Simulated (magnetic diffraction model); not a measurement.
# LiFeCoI₆ below its ordering temperature

Space group Imma (no. 74), a = 9.6920 Å, b = 10.0870 Å, c = 13.8390 Å.

| site | atom | x | y | z |
| --- | --- | --- | --- | --- |
| 16j | I | 0.6890 | 0.0559 | 0.8786 |
| 4e | I | 0 | 3/4 | 0.5664 |
| 4e | I | 1/2 | 1/4 | 0.6808 |
| 4d | Co | 3/4 | 3/4 | 1/4 |
| 4b | Fe | 1/2 | 0 | 0 |
| 4e | Li | 1/2 | 3/4 | 0.6266 |

The compound is invented for this exercise: a known structure type with other elements, its cell scaled to their sizes and not relaxed.

Only Co and Fe are taken to order (form factors of Co2+ and Fe3+); orders and moment sizes are assumed, and not adapted to the symmetry. Radiation: neutrons of λ = 1.909 Å, 3° to 35°; isotropic B of 0.15 Å² (I), 0.17 Å² (Co), 0.15 Å² (Fe) and 0.25 Å² (Li). Simulated constant-wavelength pattern: nuclear and magnetic terms add, the magnetic one as |2.695 fm × Σ f S⊥ exp(2πi Q·r) exp(−B s²)|², summed over all Q at one angle with the factor 1/(sin²θ cos θ). For collinear order S is the moment m, which repeats by lattice and centring translations R with the sign exp(−2πi k·R). Free-ion form factors, Sears's scattering lengths of 1992, no absorption; a label names one of the reflections at its angle. The strongest nuclear line in the range is 100, and lines under 0.2 are left out.

Above the ordering temperature:

```
2θ (°)    index      I
 13.45  (0 1 1)   38.4
 13.81  (1 0 1)  100.0
 15.86  (0 0 2)    6.8
 21.82  (0 2 0)   11.6
 22.39  (1 1 2)   10.8
 25.91  (1 2 1)   15.6
 26.30  (0 1 3)    0.3
 26.49  (2 1 1)    0.7
 26.50  (1 0 3)    7.1
 27.09  (0 2 2)   11.5
 27.83  (2 0 2)    9.1
 31.70  (2 2 0)    3.8
 32.03  (0 0 4)    2.0
 33.97  (0 3 1)    1.8
```

Below it (cell unchanged):

```csv
2θ (°),I
13.45,60.5
13.81,109.4
15.70,18.0
15.86,6.8
21.82,11.6
22.39,34.4
25.91,20.6
26.30,4.5
26.49,11.7
26.50,8.9
27.09,11.5
27.83,9.1
31.70,3.8
32.03,2.0
33.97,4.8
34.58,2.1
34.97,4.8
```

**Question.** Find the propagation vector, then choose among these models:
A. collinear moments along [101], 2.74 μB on Co and 4.14 μB on Fe; signs + at (3/4, 3/4, 1/4), − at (1/4, 3/4, 1/4), + at (1/2, 0, 0), − at (0, 0, 1/2)
B. collinear moments along [111], 2.74 μB on Co and 4.14 μB on Fe; signs + at (3/4, 3/4, 1/4), − at (1/4, 3/4, 1/4), + at (1/2, 0, 0), + at (0, 0, 1/2)
C. collinear moments along [101], 2.74 μB on Co and 4.14 μB on Fe; signs + at (3/4, 3/4, 1/4), − at (1/4, 3/4, 1/4), + at (1/2, 0, 0), + at (0, 0, 1/2)
D. collinear moments along [111], 2.74 μB on Co and 4.14 μB on Fe; signs + at (3/4, 3/4, 1/4), − at (1/4, 3/4, 1/4), + at (1/2, 0, 0), − at (0, 0, 1/2)

No line moves, and magnetic intensity falls on nuclear lines such as the one at 22.39°; new lines at (1 1 0), (1 2 3) and (1 3 0) have whole indices that obey the lattice centring, at places with no nuclear intensity to speak of, so the magnetic cell equals the chemical primitive cell: k = 0.

Magnetic intensity, observed (below minus above) and for each model:

| 2θ (°) | index | observed | A | B | C | D |
| --- | --- | --- | --- | --- | --- | --- |
| 13.45 | (0 1 1) | 22.2 | 25.9 | <0.2 | <0.2 | 22.2 |
| 13.81 | (1 0 1) | 9.4 | 7.8 | 44.6 | 44.2 | 9.4 |
| 15.70 | (1 1 0) | 18.0 | 28.9 | 7.9 | 8.8 | 18.0 |
| 15.86 | (0 0 2) | <0.2 | <0.2 | 6.0 | 3.9 | <0.2 |
| 22.39 | (1 1 2) | 23.6 | 18.4 | 6.0 | 5.5 | 23.6 |
| 25.91 | (1 2 1) | 4.9 | 6.0 | 14.4 | 17.2 | 4.9 |
| 26.49 | (2 1 1) | 11.0 | 10.5 | <0.2 | <0.2 | 11.0 |
| 34.58 | (1 2 3) | 2.1 | 2.1 | 8.6 | 9.3 | 2.1 |

Model D matches.

The absence at (0 0 2) is telling: the sublattices cancel there.

The structure used: k = (0 0 0), collinear moments along [111], 2.74 μB on Co and 4.14 μB on Fe; signs + at (3/4, 3/4, 1/4), − at (1/4, 3/4, 1/4), + at (1/2, 0, 0), − at (0, 0, 1/2).

[Logs are printed without paths, hosts, clocks, repeated set-up lines and the standing remarks that a program may print on its own settings, such as how far it seeks lower states.]
